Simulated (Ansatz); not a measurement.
# What Ag3As (model cell, started as anti-ReO3 type) distorts into, part 2 of 2

Wanted: the energy along a soft mode of Ag3As (model cell, started as anti-ReO3 type) and the structure at the end.

Ansatz 0.2.0; DFT PBE, scalar-relativistic, plane waves, PAW.

So far, highest frequency on the path or at a solved wavevector (cm⁻¹): step 2 (the dispersion) 252. Also lowest frequency on the path (cm⁻¹): step 2 -59.2.

The structure was built from a prototype and need not be the compound's stable phase.

## 6. Relaxing from the distorted cell

Starting from the lowest point found, all atoms and the cell are let go, so that strain and other modes of the same symmetry can join in.

The input, input.yaml:

```yaml
crystal:
  lattice:
    - [5.0031983723, 0.0, 0.0]
    - [0.0, 5.0031983723, 0.0]
    - [0.0, 0.0, 10.0063967446]
  atoms:
    - { symbol: As, position: [0.063959087, 0.0, 0.5] }
    - { symbol: As, position: [-0.063959087, 0.0, 0.0] }
    - { symbol: Ag, position: [0.4416494285, 0.0, 0.0] }
    - { symbol: Ag, position: [0.5583505715, 0.0, 0.5] }
    - { symbol: Ag, position: [-0.0628278461, 0.5, 0.5] }
    - { symbol: Ag, position: [0.0628278461, 0.5, 0.0] }
    - { symbol: Ag, position: [0.0, 0.0, 0.25] }
    - { symbol: Ag, position: [0.0, 0.0, 0.75] }
kpoints:
  mp_grid: { grid: [6, 6, 4] }
hamiltonian:
  xc: pbe
scf:
  occupations: { method: fixed }
output:
  forces: true
  stress: true
  eigenvalues: true
relax:
  adjacent_minimum: "off"
  f_tol: 0.002
  max_steps: 120
  cell: { stress_tol: 0.03 }
```

Run with:

```sh
> ansatz run input.yaml --threads 4 --pin off --max-ram 7168MiB --backend cpu --events-out ev --progress --plain --runs-dir out
```

Numbers of over 12 decimals in the logs are rounded to 6 here.

Output:

```text
[...]
Crystal: 8 atoms, lattice volume = 250.480 Å³
Basis set: ecut = 420 eV, 4885 PW (Γ), exchange–correlation on 72×72×144 points (8 copies of the dense FFT grid, shifted against one another)
Bands: 87, of which v1, the nominal top of the filled ones, is band 72 counted from 1 (71 counted from 0)
Symmetry: 8 space group operations
[...]
k-points: 48 of 144
[...]
SCF iter   1: F=—  HF=-55253.590866 eV  |F-HF|=—  |Δ(HF+E_count)|=         —  Δρ=1.57e-3  dr2=5.34e-3  ethr=1.77e-3  ⟨swp⟩=4.9  Hψ=11880  notcnv=0  defer=602
[...]
SCF iter   8: F=-55253.595058 eV  HF=-55253.595058 eV  |F-HF|=1.16e-7  |Δ(HF+E_count)|=   6.32e-7  Δρ=3.87e-6  dr2=6.32e-8  ethr=6.94e-11  ⟨swp⟩=9.1  Hψ=21047  notcnv=0
SCF 1 converged in 8 iterations: F = -55253.595058 eV  dr2 = 6.32e-8
[...]
relax step   1: F+E_penalty+E_count = -55253.59505820 eV  Δ(F+E_penalty+E_count) = +0.000e0 eV  max|allowed force component| = 3.315e-1 eV/Å  Δτ_max = 0.0000 Å  P = -0.856 GPa  Ω = 250.480 Å³  (8 SCF iters, dr2 threshold 1.00e-7 eV, accepted)
Crystal: 8 atoms, lattice volume = 241.678 Å³
Basis set: ecut = 420 eV, 4761 PW (Γ), exchange–correlation on 72×72×144 points (8 copies of the dense FFT grid, shifted against one another)
[...]
iter 1 solved again at ethr=6.40e-5 eV; its pass at ethr=3.10e-3 eV (dr2=9.21e-2 eV) is discarded
[...]
SCF iter   8: F=-55253.711397 eV  HF=-55253.711397 eV  |F-HF|=2.02e-7  |Δ(HF+E_count)|=   1.20e-6  Δρ=4.42e-6  dr2=1.08e-7  ethr=5.56e-10  ⟨swp⟩=10.8  Hψ=19224  notcnv=0
SCF 2 converged in 8 iterations: F = -55253.711397 eV  dr2 = 1.08e-7
[...]
relax step   2: F+E_penalty+E_count = -55253.71139721 eV  Δ(F+E_penalty+E_count) = -1.163e-1 eV  max|allowed force component| = 2.374e-1 eV/Å  Δτ_max = 0.1772 Å  P = +0.169 GPa  Ω = 241.678 Å³  energy of the carried Pulay correction = +2.096e-3 eV  (8 SCF iters, dr2 threshold 8.00e-7 eV, accepted)
Crystal: 8 atoms, lattice volume = 238.349 Å³
Basis set: ecut = 420 eV, 4681 PW (Γ), exchange–correlation on 72×72×144 points (8 copies of the dense FFT grid, shifted against one another)
[...]
SCF iter   8: F=-55253.802879 eV  HF=-55253.802878 eV  |F-HF|=2.73e-7  |Δ(HF+E_count)|=   4.74e-7  Δρ=6.63e-6  dr2=1.82e-7  ethr=5.56e-10  ⟨swp⟩=10.8  Hψ=19832  notcnv=0
SCF 3 converged in 8 iterations: F = -55253.802879 eV  dr2 = 1.82e-7
relax step   3: F+E_penalty+E_count = -55253.80287851 eV  Δ(F+E_penalty+E_count) = -9.148e-2 eV  max|allowed force component| = 2.106e-1 eV/Å  Δτ_max = 0.1958 Å  P = +0.233 GPa  Ω = 238.349 Å³  energy of the carried Pulay correction = +2.908e-3 eV  (8 SCF iters, dr2 threshold 8.00e-7 eV, accepted)
[...]
relax step   4: F+E_penalty+E_count = -55253.85787958 eV  Δ(F+E_penalty+E_count) = -5.500e-2 eV  max|allowed force component| = 4.742e-2 eV/Å  Δτ_max = 0.1993 Å  P = +0.001 GPa  Ω = 237.016 Å³  energy of the carried Pulay correction = +3.237e-3 eV  (8 SCF iters, dr2 threshold 8.00e-7 eV, accepted)
[...]
relax step   5: F+E_penalty+E_count = -55253.85926227 eV  Δ(F+E_penalty+E_count) = -1.383e-3 eV  max|allowed force component| = 1.665e-2 eV/Å  Δτ_max = 0.0394 Å  P = +0.082 GPa  Ω = 236.278 Å³  energy of the carried Pulay correction = +3.419e-3 eV  (7 SCF iters, dr2 threshold 1.41e-7 eV, accepted)
[...]
relax step   6: F+E_penalty+E_count = -55253.85964283 eV  Δ(F+E_penalty+E_count) = -3.806e-4 eV  max|allowed force component| = 6.539e-3 eV/Å  Δτ_max = 0.0112 Å  P = -0.046 GPa  Ω = 237.069 Å³  energy of the carried Pulay correction = +3.224e-3 eV  (6 SCF iters, dr2 threshold 1.42e-7 eV, accepted)
[...]
relax step   7: F+E_penalty+E_count = -55253.85976295 eV  Δ(F+E_penalty+E_count) = -1.201e-4 eV  max|allowed force component| = 1.130e-3 eV/Å  Δτ_max = 0.0022 Å  P = +0.007 GPa  Ω = 236.765 Å³  energy of the carried Pulay correction = +3.299e-3 eV  (5 SCF iters, dr2 threshold 1.04e-8 eV, accepted)
Basis set: ecut = 420 eV, 4619 PW (Γ), exchange–correlation on 72×72×128 points (8 copies of the dense FFT grid, shifted against one another)
[...]
SCF iter   7: F=-55253.856269 eV  HF=-55253.856269 eV  |F-HF|=1.46e-11  |Δ(HF+E_count)|=  5.82e-11  Δρ=4.55e-8  dr2=1.69e-11  ethr=1.00e-12  ⟨swp⟩=12.4  Hψ=23385  notcnv=0
SCF 8 converged in 7 iterations: F = -55253.856269 eV  dr2 = 1.69e-11
relax step   8: F+E_penalty+E_count = -55253.85626910 eV  Δ(F+E_penalty+E_count) = +3.494e-3 eV  max|allowed force component| = 1.134e-3 eV/Å  Δτ_max = 0.0000 Å  P = +0.008 GPa  Ω = 236.765 Å³  stress off target by 1.31e-2 GPa  SCF on the basis re-selected at this cell (its energy is not comparable with the rows above)  (7 SCF iters)
basis re-selected at this cell: Δ(F+E_penalty+E_count) = +3.494e-3 eV, ΔP = +0.001 GPa vs the last step (what re-selecting the basis moved, of the pressure what is left beyond the Pulay correction that the steps carried, after the strain that the cell walked since its last selection, with what the two solves' SCF thresholds leave and, on support functions, any second-order correction that the steps lacked; it is no measure of the basis error at this ecutwfc). The dense FFT grid was sized anew with the basis: this SCF ran on 36×36×64 points, the steps before it on 36×36×72, so part of this shift can come from that change (see relax.cell in the input reference). [rest of the remark cut]
SCF converged after 7 iterations
Free energy (F): -55253.856269 eV
[...]
Internal energy: -55253.856269 eV  (E = F + TS)
E sigma→0 (E₀):  -55253.856269 eV
Fermi energy:    7.697620 eV
[...]
--- Forces (eV/Å), atoms counted from 1 ---
  atom   1  As    -0.00046254     0.00000000     0.00000000
  atom   2  As     0.00046254     0.00000000     0.00000000
  atom   3  Ag    -0.00113428     0.00000000     0.00000000
  atom   4  Ag     0.00113428     0.00000000     0.00000000
  atom   5  Ag    -0.00037833     0.00000000     0.00000000
  atom   6  Ag     0.00037833     0.00000000     0.00000000
  atom   7  Ag     0.00000000     0.00000000     0.00000000
  atom   8  Ag     0.00000000     0.00000000     0.00000000
  max |Σ_I F_I| component: 2.17e-19 eV/Å
--- Stress (GPa, compression-positive) ---
        0.013142       0.000000       0.000000
        0.000000       0.006993       0.000000
        0.000000       0.000000       0.005269
  P = ⅓ Tr σ = 0.0085 GPa (0.085 kbar)
--- Band table (eV; the first three rows and the last of 48) ---
  k-point 0: bands = [... 68 lower, 5.6121, 5.9824, 6.0295, 6.8919, 7.8387, 8.1388, 9.9909, 10.0084, ... 11 higher]
  k-point 1: bands = [... 68 lower, 5.7521, 6.1280, 6.1443, 6.7637, 7.9516, 8.2875, 9.9638, 10.0133, ... 11 higher]
  k-point 2: bands = [... 68 lower, 6.0337, 6.0337, 6.4534, 6.4534, 8.2211, 8.2211, 9.9246, 9.9246, ... 11 higher]
  k-point 47: bands = [... 68 lower, 5.8053, 5.8053, 7.0614, 7.0614, 8.3552, 8.3552, 9.4699, 9.4699, ... 11 higher]
--- Relaxed structure (7 steps of the walk, 7 accepted, 1 SCFs on fresh bases) ---
  F+E_penalty+E_count = -55253.85626910 eV   max|allowed force component| = 1.134e-3 eV/Å   (the final SCF, on the basis selected at the relaxed cell)
  cell:  # Å, volume = 236.7649 Å³
    - [5.081154, 0.0, 0.0]
    - [0.0, 4.882392, 0.0]
    - [0.0, 0.0, 9.543823]
  atoms:
    - { symbol: As, position: [0.173296, 0.0, 0.5] }
    - { symbol: As, position: [-0.173296, 0.0, 0] }
    - { symbol: Ag, position: [0.332766, 0.0, 0] }
    - { symbol: Ag, position: [0.667234, 0.0, 0.5] }
    - { symbol: Ag, position: [0.038088, 0.5, 0.5] }
    - { symbol: Ag, position: [-0.038088, 0.5, 0] }
    - { symbol: Ag, position: [0, 0.0, 0.25] }
    - { symbol: Ag, position: [0, 0.0, 0.75] }
```

Elapsed: 2.1 min, on 4 threads of Arm Neoverse V1, shared host; peak memory 1.1 GiB.

Relaxation path:

| step | energy less that of the first step (eV) | largest force component (eV/Å) | pressure (GPa) | volume (Å³) |
| --- | --- | --- | --- | --- |
| 1 | 0.0000 | 0.3315 | -0.86 | 250.48 |
| 2 | -0.1163 | 0.2374 | 0.17 | 241.68 |
| 3 | -0.2078 | 0.2106 | 0.23 | 238.35 |
| 4 | -0.2628 | 0.0474 | 0.00 | 237.02 |
| 5 | -0.2642 | 0.0167 | 0.08 | 236.28 |
| 6 | -0.2646 | 0.0065 | -0.05 | 237.07 |
| 7 | -0.2647 | 0.0011 | 0.01 | 236.76 |
| 8* | -0.2612 | 0.0011 | 0.01 | 236.76 |

Relaxation steps marked * repeat the geometry before them on a plane-wave basis chosen anew for their cell, so energy and pressure can jump there.

Forces are held to the 8 operations that the run works with; a distortion that breaks them can't arise in this run.

| cell as run | before | after | change |
| --- | --- | --- | --- |
| a (Å) | 5.003 | 5.081 | +1.6 % |
| b (Å) | 5.003 | 4.882 | -2.4 % |
| c (Å) | 10.006 | 9.544 | -4.6 % |
| volume (Å³/atom) | 31.31 | 29.60 | -5.5 % |

The atoms that moved most (Å, as changes of fractional coordinates times the final cell):

| atom | dx | dy | dz | length |
| --- | --- | --- | --- | --- |
| As1 | 0.556 | 0.000 | 0.000 | 0.556 |
| As2 | -0.556 | 0.000 | 0.000 | 0.556 |
| Ag4 | 0.553 | 0.000 | 0.000 | 0.553 |
| Ag3 | -0.553 | 0.000 | 0.000 | 0.553 |
| Ag5 | 0.513 | 0.000 | 0.000 | 0.513 |
| Ag6 | -0.513 | 0.000 | 0.000 | 0.513 |

Numbers from this step:

| Item | Value |
| --- | --- |
| pressure | 0.008468 GPa |
| gap on the k-mesh | 0.1411 eV |
| volume per atom | 29.60 Å³ |

The distorted start has space group Pmma; the relaxation ends in Pmma.

## 7. The new phase in its own primitive cell

The relaxed structure is symmetrised, reduced to its primitive cell and relaxed tightly, as its phonons need.

The input, input.yaml:

```yaml
crystal:
  lattice:
    - [9.5438229391, 0.0, 0.0]
    - [0.0, 4.8823916559, 0.0]
    - [0.0, 0.0, 5.0811541016]
  atoms:
    - { symbol: As, position: [0.25, 0.0, 0.8267044056] }
    - { symbol: As, position: [0.75, 0.0, 0.1732955944] }
    - { symbol: Ag, position: [0.75, 0.0, 0.6672344863] }
    - { symbol: Ag, position: [0.25, 0.0, 0.3327655137] }
    - { symbol: Ag, position: [0.25, 0.5, 0.9619120239] }
    - { symbol: Ag, position: [0.75, 0.5, 0.0380879761] }
    - { symbol: Ag, position: [0.5, 0.0, 0.0] }
    - { symbol: Ag, position: [0.0, 0.0, 0.0] }
kpoints:
  mp_grid: { grid: [4, 6, 6] }
hamiltonian:
  xc: pbe
scf:
  occupations: { method: fixed }
output:
  forces: true
  stress: true
  eigenvalues: true
relax:
  adjacent_minimum: "off"
  f_tol: 0.001
  max_steps: 60
  cell: { stress_tol: 0.01 }
```

Output:

```text
[...]
Crystal: 8 atoms, lattice volume = 236.765 Å³
Basis set: ecut = 420 eV, 4619 PW (Γ), exchange–correlation on 128×72×72 points (8 copies of the dense FFT grid, shifted against one another)
Bands: 87, of which v1, the nominal top of the filled ones, is band 72 counted from 1 (71 counted from 0)
Symmetry: 8 space group operations
[...]
k-points: 48 of 144
[...]
- [0.0, 4.882725, 0.0]
    - [0.0, 0.0, 5.081641]
  atoms:
    - { symbol: As, position: [0.25, 0.0, 0.826716] }
    - { symbol: As, position: [0.750000, 0.0, 0.173284] }
    - { symbol: Ag, position: [0.750000, 0.0, 0.667243] }
    - { symbol: Ag, position: [0.25, 0.0, 0.332757] }
    - { symbol: Ag, position: [0.25, 0.5, 0.961916] }
    - { symbol: Ag, position: [0.750000, 0.5, 0.038084] }
    - { symbol: Ag, position: [0.5, 0.0, 0.0] }
    - { symbol: Ag, position: [0.0, 0.0, 0.0] }
[key lines of the parts left out:]
SCF converged after 7 iterations
Free energy (F): -55253.856266 eV
Fermi energy:    7.694561 eV
P = ⅓ Tr σ = -0.0003 GPa (-0.003 kbar)
```

Wall time 50 s (4 threads); peak memory 1.1 GiB; 3.2 min of CPU time.

Little changed from the start: no atom moved by 0.005 Å and no cell edge by 0.1 %.

Numbers from this step:

```
pressure           : -3.01e-4 GPa
direct gap on mesh : 0.9464 eV
```

The largest force component left is 0.59 meV/Å and the pressure is 0.000 GPa, within the tolerances set. The cell now holds 29.60 Å³/atom.

## 8. Outcome

* unstable mode of the parent: q = (0, 0, -0.5), 56i cm⁻¹
* depth at the lowest point sampled: 18.5 meV/atom
* largest atomic shift at that point: 0.32 Å
* space group reached (within 0.01 Å): Pmma
* energy gained over the parent (first relaxation, on the mesh of the frozen mode): 51.2 meV/atom
* volume per atom, phase reached: 29.6 Å³
* gap on the k-mesh, phase reached: 0.141 eV

Along this mode the structure falls into Pmma, 51.2 meV/atom below the parent. At the parent's cell the well is 18.52 meV/atom deep on the steps tried, with its lowest point at a shift of 0.32 Å. Relaxing atoms and cell changes the gain by +32.65 meV/atom against the lowest step (energies at zero smearing). Most of the total comes from this relaxation. The modes of the phase reached were not computed on this path. Of the 4 patterns followed to their end from this parent, this one ends 77.2 meV/atom above the lowest, R3m. Each path keeps the symmetry of its pattern, so a lower phase may lie along a pattern not tried. The starting cell was built on a prototype and not taken from a measurement, so the phase need not exist.

[Logs are printed without paths, hosts, clocks, repeated set-up lines and the standing remarks that a program may print on its own settings, such as how far it seeks lower states.]

[Hosts, paths, dates, database ids (printed as entryN), source tags and the programs' standing remarks are cut or masked in the printed files.]
